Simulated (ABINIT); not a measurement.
# PNO (Cc): G0W0 with ABINIT, start to end, part 3 of 3

How does a plane-wave GW calculation on PNO (Cc) run from the first input to the gap?

ABINIT 10.8.3; LDA and many-body steps on it, plane waves. Known limits of the many-body steps: not at the basis limit; coarse k mesh.

So far. Step 3 (Bands along the symmetry lines): The gap is 5.021 eV, as in the run before at this level. Step 4 (Empty states on the mesh, 2×2×4 mesh, 71 bands): On this mesh the gap is 5.021 eV.

## 5. Screening, 2×2×4 mesh, 65 bands, screening to 106.1 eV

The RPA dielectric matrix is built and inverted for each q.

This step: RPA screening on LDA, plane waves, norm-conserving pseudopotentials.

run.abi reads:

```
acell 3*1.0 Angstrom
rprim 
  3.278002254000 -3.286113380400 0.000000000000
  3.278002254000 3.286113380400 0.000000000000
  -3.028551860300 0.000000000000 3.488865954800
ntypat 3
znucl 15 7 8
natom 6
typat 1 1 2 2 3 3
xred 
  0.730409600000 0.010313920000 0.000167090000
  0.010313920000 0.730409600000 0.500167090000
  0.742864730000 0.382544620000 0.249632690000
  0.382544620000 0.742864730000 0.749632690000
  0.883089610000 0.000777520000 0.750200220000
  0.000777520000 0.883089610000 0.250200220000
pp_dirpath "pseudos"
pseudos "P.upf, N.upf, O.upf"
ecut 36
ngkpt 2 2 4
nshiftk 1
shiftk 0 0 0
kptopt 1
chksymbreak 0
istwfk *1
occopt 1
irdwfk 1
optdriver 3
nband 65
ecuteps 3.9
inclvkb 2
awtr 1
symchi 1
indata_prefix "in"
outdata_prefix "out"
tmpdata_prefix "tmp"
```

Command:

```
$ OMP_NUM_THREADS=1 mpirun -n 4 abinit run.abi > log
```

Numbers of over 12 decimals in the logs are rounded to 6 here.

The program printed:

```text
.Version 10.8.3 of ABINIT. v10.8.2 released Aug 2026.

 Symmetries : space group Cc (#  9); Bravais mC (1-face-center monocl.)
[... echo of the input left out ...]
== DATASET  1 ==================================================================
-   mpi_nproc: 4, omp_nthreads: 1 (-1 if OMP is not activated)

--- !DatasetInfo
iteration_state: {dtset: 1, }
dimensions: {natom: 6, nkpt: 9, mband: 65, nsppol: 1, nspinor: 1, nspden: 1, mpw: 5252, }
cutoff_energies: {ecut:  36.0, pawecutdg:  -1.0, }
electrons: {nelect:   3.20000000E+01, charge:   0.00000000E+00, occopt:   1.00000000E+00, tsmear:   1.00000000E-02, }

 SCREENING: Calculation of the susceptibility and dielectric matrices

 Based on a program developped by R.W. Godby, V. Olevano, G. Onida, and L. Reining.
 Incorporated in ABINIT by V. Olevano, G.-M. Rignanese, and M. Torrent.
.Using double precision arithmetic ; gwpc =  8

[... cell and pseudopotentials left out ...]
--------------------------------------------------------------------------------

 ==== K-mesh for the wavefunctions ====
 Number of points in the irreducible wedge :     9
[... list of points left out ...]
 Together with  2 symmetry operations and time-reversal symmetry
 yields    16 points in the full Brillouin Zone.

 ==== Q-mesh for the screening function ====
 Number of points in the irreducible wedge :     9
[... list of points left out ...]
 Together with  2 symmetry operations and time-reversal symmetry
 yields    16 points in the full Brillouin Zone.

 setmesh: FFT mesh size selected  =    27x   27x   24
          total number of points  =        17496

 vcoul_init : cutoff-mode = AUXILIARY_FUNCTION
 q-points for optical limit:   1
     1)      0.000010    0.000020    0.000030

- screening: taking advantage of time-reversal symmetry
- Maximum band index for partially occupied states nbvw = 16
- Remaining bands to be divided among processors   nbcw = 49
- Number of bands treated by each node ~12

 Number of electrons calculated from density =   32.0000; Expected =   32.0000
 average of density, n =  0.063088
 r_s =    1.5583
 omega_plasma =   24.2287 [eV]

 calculating chi0 at frequencies [eV] :
  1    0.000000E+00    0.000000E+00
  2    0.000000E+00    2.422865E+01

--------------------------------------------------------------------------------
  q-point number  1        q = ( 0.000000, 0.000000, 0.000000) [r.l.u.]
--------------------------------------------------------------------------------
[... chi0 elements left out ...]
 For q-point:  0.000010 0.000020 0.000030
  dielectric constant =   3.2475
  dielectric constant without local fields =   3.5209

  Average fulfillment of the sum rule on Im[epsilon] for q-point    1 :     44.66  [%]
[... wings left out ...]
  q-point number  2        q = ( 0.500000, 0.000000, 0.000000) [r.l.u.]
--------------------------------------------------------------------------------
[... chi0 elements left out ...]
  Average fulfillment of the sum rule on Im[epsilon] for q-point    2 :     54.83  [%]

 [... 7 further q-points ...]
```

The job ended after 16 s (4 MPI ranks of Arm Neoverse V1, shared host; peak memory 0.75 GiB).

This step gave:

* ε∞ with local fields, on this mesh, along the program's q direction: 3.248
* the same without local fields: 3.521
* plasma frequency: 24.23 eV
* plane waves in the screening matrix: 179

Local fields lower ε∞ by 8 %. On a Γ-centred mesh this coarse the value itself is usually too large, while a short band sum pulls it down.

## 6. Self-energy, 2×2×4 mesh, 65 bands, screening to 106.1 eV

The self-energy is evaluated for the states that the input lists, and the levels follow from it, in one-shot runs by the linearised quasiparticle equation.

This step: G0W0 on LDA, plane waves, norm-conserving pseudopotentials.

Changes to run.abi since step 5:

```diff
@@ -27,8 +27,17 @@
 irdwfk 1
-optdriver 3
+optdriver 4
 nband 65
+gwcalctyp 0
+ecutsigx 36
+symsigma 1
+nkptgw 2
+kptgw 
+  0.5000000000 0.5000000000 0.0000000000
+  0.0000000000 0.0000000000 0.0000000000
+bdgw 
+  15 18
+  15 18
 ecuteps 3.9
-inclvkb 2
-awtr 1
-symchi 1
+irdscr 1
+ppmodel 1
 indata_prefix "in"
```

The program printed:

```text
.Version 10.8.3 of ABINIT. v10.8.2 released Aug 2026.

 Symmetries : space group Cc (#  9); Bravais mC (1-face-center monocl.)
[... echo of the input left out ...]
== DATASET  1 ==================================================================
-   mpi_nproc: 4, omp_nthreads: 1 (-1 if OMP is not activated)

--- !DatasetInfo
iteration_state: {dtset: 1, }
dimensions: {natom: 6, nkpt: 9, mband: 65, nsppol: 1, nspinor: 1, nspden: 1, mpw: 5252, }
cutoff_energies: {ecut:  36.0, pawecutdg:  -1.0, }
electrons: {nelect:   3.20000000E+01, charge:   0.00000000E+00, occopt:   1.00000000E+00, tsmear:   1.00000000E-02, }

 SIGMA: Calculation of the GW corrections

 Based on a program developped by R.W. Godby, V. Olevano, G. Onida, and L. Reining.
 Incorporated in ABINIT by V. Olevano, G.-M. Rignanese, and M. Torrent.
.Using double precision arithmetic ; gwpc =  8

[... cell and pseudopotentials left out ...]
--------------------------------------------------------------------------------

 ==== K-mesh for the wavefunctions ====
 Number of points in the irreducible wedge :     9
[... list of points left out ...]
 Together with  2 symmetry operations and time-reversal symmetry
 yields    16 points in the full Brillouin Zone.

 ==== Q-mesh for screening function ====
 Number of points in the irreducible wedge :     9
[... list of points left out ...]
 Together with  2 symmetry operations and time-reversal symmetry
 yields    16 points in the full Brillouin Zone.

 vcoul_init : cutoff-mode = AUXILIARY_FUNCTION
 q-points for optical limit:   1
     1)      0.000010    0.000020    0.000030
 setmesh: FFT mesh size selected  =    45x   45x   36
          total number of points  =        72900

 Number of electrons calculated from density =   32.0000; Expected =   32.0000
 average of density, n =  0.063088
 r_s =    1.5583
 omega_plasma =   24.2287 [eV]

 === KS Band Gaps ===
  >>>> For spin  1
   Minimum direct gap =   5.5601 [eV], located at k-point      :   0.0000  0.0000  0.0000
   Fundamental gap    =   5.0215 [eV], Top of valence bands at :   0.5000  0.5000  0.0000
                                       Bottom of conduction at :   0.0000  0.0000  0.0000
 SIGMA fundamental parameters:
 PLASMON POLE MODEL  1
 number of plane-waves for SigmaX                 5209
 number of plane-waves for SigmaC and W            179
 number of plane-waves for wavefunctions          5209
 number of bands                                    65
 number of independent spin polarizations            1
 number of spinorial components                      1
 number of k-points in IBZ                           9
 number of q-points in IBZ                           9
 number of symmetry operations                       2
 number of k-points in BZ                           16
 number of q-points in BZ                           16
 number of frequencies for dSigma/dE                 9
 frequency step for dSigma/dE [eV]                0.25
 number of omega for Sigma on real axis              0
 max omega for Sigma on real axis  [eV]           0.00
 zcut for avoiding poles [eV]                     0.10

 EPSILON^-1 parameters (SCR file):
 dimension of the eps^-1 matrix on file            179
 dimension of the eps^-1 matrix used               179
 number of plane-waves for wavefunctions          5209
 number of bands                                    65
 number of q-points in IBZ                           9
 number of frequencies                               2
 number of real frequencies                          1
 number of imag frequencies                          1

 matrix elements of self-energy operator (all in [eV])

 Perturbative Calculation

--- !SelfEnergy_ee
iteration_state: {dtset: 1, }
kpoint     : [   0.500,    0.500,    0.000, ]
spin       : 1
KS_gap     :    5.743
QP_gap     :    8.098
Delta_QP_KS:    2.354
data: !SigmaeeData |
     Band     E0 <VxcDFT>   SigX SigC(E0)      Z dSigC/dE  Sig(E)    E-E0       E
       15   1.395 -16.439 -20.301   3.413   0.813  -0.229 -16.804  -0.365   1.030
       16   2.000 -17.206 -21.165   3.580   0.810  -0.234 -17.513  -0.307   1.693
       17   7.743 -13.690  -7.854  -3.394   0.838  -0.193 -11.643   2.047   9.790
       18   9.003 -13.272  -7.324  -3.539   0.837  -0.195 -11.256   2.017  11.020

--- !SelfEnergy_ee
iteration_state: {dtset: 1, }
kpoint     : [   0.000,    0.000,    0.000, ]
spin       : 1
KS_gap     :    5.560
QP_gap     :    7.853
Delta_QP_KS:    2.293
data: !SigmaeeData |
     Band     E0 <VxcDFT>   SigX SigC(E0)      Z dSigC/dE  Sig(E)    E-E0       E
       15   1.407 -16.901 -20.988   3.595   0.812  -0.231 -17.301  -0.400   1.007
       16   1.461 -16.630 -20.779   3.618   0.811  -0.233 -17.061  -0.430   1.031
       17   7.021 -12.331  -6.984  -3.144   0.846  -0.182 -10.468   1.863   8.884
       18   7.447 -12.883  -7.584  -3.344   0.847  -0.181 -11.228   1.656   9.103

== END DATASET(S) ==============================================================
================================================================================

 -outvars: echo values of variables after computation  --------
           etotal      0.0000000000E+00
            nband          65
             nkpt           9
          spgroup           9
 [... the other variables as echoed above ...]

 Calculation completed.
```

Wall time 5.3 s (4 MPI ranks); peak memory 0.62 GiB; 21 s of CPU time.

Numbers from this step:

* G0W0 gap on the points computed: 7.191 eV
* starting gap on the mesh: 5.021 eV
* k of the valence top: 0.5, 0.5, 0
* k of the conduction bottom: 0, 0, 0
* Z at the valence top: 0.81
* Z at the conduction bottom: 0.846
* least direct G0W0 gap on the computed points: 7.853 eV

The gap on the mesh goes from 5.02 eV to 7.19 eV, a correction of +2.17 eV.

Limits: finite bands, cutoff and mesh; coarse k mesh. v1 is the top filled band, c1 the lowest empty one. The levels before and after the correction (eV, zero at the valence-band top of each column):

|  | conduction bottom | valence top |
| --- | --- | --- |
| Kohn-Sham | 5.02 | 0.00 |
| G0W0 | 7.19 | 0.00 |

|  | level | energy (eV) |
| --- | --- | --- |
| Kohn-Sham | (0.5 0.5 0) v2 | -0.605 |
| Kohn-Sham | (0.5 0.5 0) v1 | 0.000 |
| Kohn-Sham | (0.5 0.5 0) c1 | 5.743 |
| Kohn-Sham | (0.5 0.5 0) c2 | 7.003 |
| Kohn-Sham | Γ v2 | -0.593 |
| Kohn-Sham | Γ v1 | -0.539 |
| Kohn-Sham | Γ c1 | 5.021 |
| Kohn-Sham | Γ c2 | 5.447 |
| G0W0 | (0.5 0.5 0) v2 | -0.663 |
| G0W0 | (0.5 0.5 0) v1 | 0.000 |
| G0W0 | (0.5 0.5 0) c1 | 8.097 |
| G0W0 | (0.5 0.5 0) c2 | 9.327 |
| G0W0 | Γ v2 | -0.686 |
| G0W0 | Γ v1 | -0.662 |
| G0W0 | Γ c1 | 7.191 |
| G0W0 | Γ c2 | 7.410 |

## 7. Where the time went

Times are wall times on 4 MPI ranks of Arm Neoverse V1, shared host, good to a factor of about two.

| step | time | share | memory (GiB) |
| --- | --- | --- | --- |
| ground state | 91 s | 50 % | 0.45 |
| bands along the symmetry lines | 41 s | 22 % | 0.38 |
| empty states on the mesh | 29 s | 16 % | 0.32 |
| screening | 16 s | 9 % | 0.75 |
| self-energy | 5.3 s | 3 % | 0.62 |

## 8. What came out

| Property | Result |
| --- | --- |
| LDA gap | 5.02 eV, indirect |
| G0W0 gap on the mesh | 7.19 eV |
| GW settings | 2×2×4 mesh, 65 bands, screening to 106.1 eV, Godby-Needs plasmon pole |
| known limits | not at the basis limit; coarse k mesh |

What this shows: G0W0 moves the gap on the mesh from 5.02 eV to 7.19 eV (+2.17 eV), with Z of 0.81 and 0.85 at the edges. Local fields lower the RPA ε∞ on this mesh from 3.52 to 3.25; a Γ-centred mesh this coarse tends to raise both, most where the direct gap is narrow, while a short band sum lowers them. Only 2 of the mesh's irreducible points were corrected, so a valley elsewhere could overtake. The dearest step here is «ground state». Bands and cutoff are finite, so the gap is not at the basis limit. The miss can reach some tenths of an eV and take either sign; the mesh is an error of its own. In the G0W0 run levels were corrected at 2 k points alone, so a gap called «on the mesh» is the least over those, and an edge elsewhere would be missed. The 2×2×4 mesh is coarse for this cell, which bears on the long-range parts of exchange and screening.

[Paths, hosts, dates, memory and timing lines, banners, echoed tables and standing remarks are left out of the program output.]

[Logs are printed without paths, hosts, clocks, repeated set-up lines and the standing remarks that a program may print on its own settings, such as how far it seeks lower states.]

[Runs of the session that timed out or met a known fault of the program may be left out.]

[Hosts, paths, dates, database ids (printed as entryN), source tags and the programs' standing remarks are cut or masked in the printed files.]

[G0W0 gaps are taken among the corrected bands and points alone; a level outside them can change the order at an edge.]

[Where Ansatz stands beside ABINIT at settings called matched, ABINIT's density can come from a denser mesh and the files from another edition; pairs whose starting gaps differed by over 0.03 eV were left out, so agreement reads better than it is.]
